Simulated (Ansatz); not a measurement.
# Te2Mo (P6_3/mmc): the dielectric response by several routes

How strongly does Te2Mo (P6_3/mmc) screen? Routes: perturbation theory, a sum over states and the RPA step of G0W0.

Main program and level: Ansatz 0.2.0; linear response on PBE, plane waves, PAW.

Most raw output is cut from this account.

**1. Starting point**

Symmetry: P6_3/mmc, No. 194, hexagonal system. Conventional cell: a = 3.518 Å, b = 3.518 Å, c = 13.974 Å, α = 90.00°, β = 90.00°, γ = 120.00°. Te has 3 Mo at 2.72 Å nearest. Nearest to Mo lie 6 Te at 2.72 Å. Farther neighbours and most contacts between anions are not listed.

The cell and positions come from the Crystallography Open Database and are kept as given unless a step says otherwise. Spin-orbit coupling is left out unless a step names it. The default PAW set here is soft_2. Its files were made with PBE.

**2. Response to a homogeneous field**

The response to a uniform field gives ε∞, a yardstick for the screening that GW builds on its mesh.

This step: dielectric response by perturbation theory, PBE, plane waves, PAW.

input.yaml reads:

```yaml
crystal:
  lattice:
    - [3.5182, 0.0, 0.0]
    - [-1.7591, 3.0468505756, 0.0]
    - [0.0, 0.0, 13.9736]
  atoms:
    - { symbol: Te, position: [0.3333333333, 0.6666666667, 0.621] }
    - { symbol: Te, position: [0.6666666667, 0.3333333333, 0.121] }
    - { symbol: Te, position: [0.3333333333, 0.6666666667, 0.879] }
    - { symbol: Te, position: [0.6666666667, 0.3333333333, 0.379] }
    - { symbol: Mo, position: [0.3333333333, 0.6666666667, 0.25] }
    - { symbol: Mo, position: [0.6666666667, 0.3333333333, 0.75] }
kpoints:
  mp_grid: { grid: [9, 9, 2] }
hamiltonian:
  xc: pbe
scf:
  occupations: { method: fixed }
dielectric: {}
```

On the command line:

```
$ ansatz run input.yaml --threads 3 --pin off --max-ram 92160MiB --backend cuda --events-out ev --progress --plain --runs-dir out --devices 1 --max-vram 13GiB  # rebuilt from the run's record
```

Wall time 84 s (1 × NVIDIA H100 80GB HBM3 (shared by 6 runs) with 3 threads of AMD EPYC 7R13 (Zen 3), shared host); peak memory 4.5 GiB; 2.7 min of CPU time.

This step gave:

```yaml
stated_error_of_eps_infinity: 0.092
```

One over ε∞ averages 0.06, well under the quarter of exact exchange in PBE0, which by this rule of thumb may open the gap too far.

High-frequency dielectric tensor:

```
20.02  0.00  0.00
 0.00 20.02  0.00
 0.00  0.00 10.81
```

Born effective charge (e), principal values of the symmetric part by kind of site:

| atom | atoms with these values | low | middle | high | mean |
| --- | --- | --- | --- | --- | --- |
| Te1 | 4 | 0.85 | 1.62 | 1.62 | 1.36 |
| Mo5 | 2 | -3.23 | -3.23 | -1.70 | -2.72 |

In full for Mo5:

```
-3.23  0.00  0.00
 0.00 -3.23  0.00
 0.00  0.00 -1.70
```

**3. Independent-particle spectrum**

The independent-particle spectrum shows where the oscillator strength lies, before excitons and local fields.

This step: independent-particle optics on PBE, plane waves, PAW.

input.yaml, as its differences from that of step 2:

```diff
@@ -13,3 +13,3 @@
 kpoints:
-  mp_grid: { grid: [9, 9, 2] }
+  mp_grid: { grid: [12, 12, 2] }
 hamiltonian:
@@ -18,2 +18,4 @@
   occupations: { method: fixed }
-dielectric: {}
+  n_extra_bands: 102
+output:
+  optics: { e_range: [0, 25], de: 0.1, sigma: 0.2 }
```

Wall time 62 s (1 × NVIDIA H100 80GB HBM3 (shared by 6 runs) with 3 threads); peak memory 2.7 GiB.

Numbers from this step:

```yaml
eps_infinity_without_local_fields_xx_yy_zz: 21.03, 21.03, 14.27
electrons_in_the_f_sum_xx_yy_zz: 77.70, 77.70, 77.33
bands_in_the_explicit_sum_the_static_value_is_completed_to_all_bands: 148
```

The sum gives ε∞ = 21.03 and 14.27 without local fields.

The ε₂ has structure finer than the step of the table below, so its rows give means over 1 eV, whole bins alone (the curve runs from 0 to 25 eV). Peaks (eV: height): xx=yy 1.7: 21.6, 2.6: 23.7, 8.4: 7.06; zz 2.0: 11.0, 4.0: 25.4, 6.3: 11.4.

Independent particles, no local fields, Gaussian width 0.2 eV. Table of ε₂ by photon energy; means over each step:

| photon energy (eV) | xx=yy | zz |
| --- | --- | --- |
| 1 | 4.73 | 0.467 |
| 2 | 19.7 | 8.35 |
| 3 | 21.6 | 10.4 |
| 4 | 17.0 | 19.8 |
| 5 | 11.1 | 11.8 |
| 6 | 3.91 | 9.26 |
| 7 | 3.09 | 8.84 |
| 8 | 6.09 | 6.54 |
| 9 | 5.67 | 6.03 |
| 10 | 3.22 | 2.77 |
| 11 | 2.31 | 1.94 |
| 12 | 1.95 | 2.19 |
| 13 | 1.45 | 1.37 |
| 14 | 1.06 | 0.790 |
| 15 | 0.821 | 0.620 |
| 16 | 0.564 | 0.482 |
| 17 | 0.438 | 0.432 |
| 18 | 0.356 | 0.323 |
| 19 | 0.272 | 0.249 |
| 20 | 0.228 | 0.205 |
| 21 | 0.195 | 0.189 |
| 22 | 0.172 | 0.167 |
| 23 | 0.144 | 0.145 |
| 24 | 0.141 | 0.148 |

Independent particles, no local fields, Gaussian width 0.2 eV. Loss function against photon energy; read off at these points:

| photon energy (eV) | xx=yy | zz |
| --- | --- | --- |
| 0.0 | 0 | 0 |
| 1.0 | 0.00226 | 1.9e-4 |
| 2.0 | 0.0299 | 0.0271 |
| 3.0 | 0.0449 | 0.0256 |
| 4.0 | 0.0621 | 0.0368 |
| 5.0 | 0.0656 | 0.0719 |
| 6.0 | 0.142 | 0.0973 |
| 7.0 | 0.325 | 0.113 |
| 8.0 | 0.145 | 0.137 |
| 9.0 | 0.146 | 0.124 |
| 10.0 | 0.171 | 0.121 |
| 11.0 | 0.269 | 0.263 |
| 12.0 | 0.315 | 0.249 |
| 13.0 | 0.351 | 0.240 |
| 14.0 | 0.475 | 0.329 |
| 15.0 | 0.565 | 0.441 |
| 16.0 | 0.849 | 0.883 |
| 17.0 | 1.39 | 1.33 |
| 18.0 | 2.10 | 2.09 |
| 19.0 | 3.57 | 3.57 |
| 19.4 | 3.96 | 4.80 |
| 19.5 | 3.88 | 4.89 |
| 20.0 | 3.56 | 3.99 |
| 21.0 | 2.13 | 2.71 |
| 22.0 | 1.32 | 1.55 |
| 23.0 | 0.743 | 0.859 |
| 24.0 | 0.490 | 0.662 |
| 25.0 | 0.441 | 0.509 |

**4. RPA screening from the G0W0 run**

G0W0 replaces the xc potential by the self-energy, built once from these orbitals. Only a window of levels is corrected, while the sums run over the empty bands that the input names.

This step: G0W0 on PBE, plane waves, PAW.

input.yaml, the sections that differ from step 3:

```yaml
kpoints:
  mp_grid: { grid: [6, 6, 2] }
scf:
  occupations: { method: fixed }
gw:
  n_empty_bands: 1035
  ecut_chi: 210.0
  qp_bands: [v2, c2]
  qp_kpoints: band_edges
  screening: { model: contour_deformation }
# crystal, hamiltonian: as in step 3
# output: removed
```

Elapsed: 100 s, on 1 × NVIDIA H100 80GB HBM3 (shared by 6 runs) with 3 threads; peak memory 4.5 GiB; 3.1 min of CPU time.

This step gave:

* bands summed: 1081
* RPA ε∞ on this mesh (eigenvalues): 10.65, 19.51, 19.51
* plane waves in the screening matrix: 999
* G0W0 gap on the mesh: 1.018 eV
* k of the valence top: 0, 0, 0
* k of the conduction bottom: 0.1667, 0.1667, 0
* starting gap on the mesh: 0.8260 eV
* least direct G0W0 gap on the computed points: 1.305 eV

The gap on the mesh goes from 0.83 eV to 1.02 eV, a correction of +0.19 eV. Between the two edge states, bare exchange in place of the xc potential would open the gap by 4.04 eV, and correlation takes back 3.85 eV.

Mean over the mesh in bins of 0.25 1/Å. The static inverse dielectric function, diagonal by length of q+G:

| length of q+G (Å⁻¹) | static inverse dielectric function, diagonal |
| --- | --- |
| 0.31 | 0.0876 |
| 0.51 | 0.119 |
| 0.73 | 0.172 |
| 0.99 | 0.250 |
| 1.26 | 0.336 |
| 1.50 | 0.413 |
| 1.76 | 0.489 |
| 2.01 | 0.558 |
| 2.25 | 0.617 |
| 2.50 | 0.668 |
| 2.75 | 0.714 |
| 3.01 | 0.755 |
| 3.25 | 0.790 |
| 3.50 | 0.822 |
| 3.75 | 0.850 |
| 4.00 | 0.875 |
| 4.25 | 0.896 |
| 4.50 | 0.913 |
| 4.75 | 0.927 |
| 5.00 | 0.938 |
| 5.25 | 0.947 |
| 5.50 | 0.955 |
| 5.75 | 0.961 |
| 6.00 | 0.967 |
| 6.26 | 0.972 |
| 6.51 | 0.977 |
| 6.75 | 0.980 |
| 7.00 | 0.983 |
| 7.25 | 0.986 |
| 7.40 | 0.988 |

**5. The values together**

Times are wall times on 1 × NVIDIA H100 80GB HBM3 (shared by 6 runs) with 3 threads of AMD EPYC 7R13 (Zen 3), shared host, good to a factor of about two.

| method | mesh | ε∞, low | middle | high | mean | time |
| --- | --- | --- | --- | --- | --- | --- |
| perturbation theory (local fields and xc kernel) | 9×9×2 (response on 784 points) | 10.81 | 20.02 | 20.02 | 16.95 | 84 s |
| sum over states (no local fields) | 12×12×2 | 14.27 | 21.03 | 21.03 | 18.78 | 62 s |
| RPA with local fields, on the GW mesh | 6×6×2 | 10.65 | 19.51 | 19.51 | 16.56 | 100 s |

**6. Outcome**

```
perturbation theory (local fields and xc kernel) : 10.81, 20.02, 20.02
sum over states (no local fields)                : 14.27, 21.03, 21.03
RPA with local fields, on the GW mesh            : 10.65, 19.51, 19.51
```

**Reading.** Mean Born effective charge: Te1 1.36, Mo5 -2.72 e. The most distinct maxima of the ε₂ (xx=yy) lie at 1.7, 2.6 and 8.4 eV, the highest at 2.6 eV. The loss function (xx=yy) has its highest peak at 19.4 eV. The sum without local fields gives 18.78 in the mean against 16.95 by perturbation theory; local fields lower ε∞ and the xc kernel gives part of it back, though the sum also carries the error of its own mesh. The RPA values on the 6×6×2 mesh average 0.98 times those of perturbation theory (means 16.56 and 16.95, which can hide unlike anisotropies). Without the xc kernel RPA should lie a little lower, and the mean does, by little. Ions are clamped, so the lattice part of the static constant is not in these numbers.

[Paths, hosts, dates, memory and timing lines, banners, echoed tables and standing remarks are left out of the program output.]

[Logs are printed without paths, hosts, clocks, repeated set-up lines and the standing remarks that a program may print on its own settings, such as how far it seeks lower states.]

[Runs of the session that timed out or met a known fault of the program may be left out.]

[Cells called generated may have been cut or substituted from an entry of the Crystallography Open Database or the Materials Project.]

[Hosts, paths, dates, database ids (printed as entryN), source tags and the programs' standing remarks are cut or masked in the printed files.]
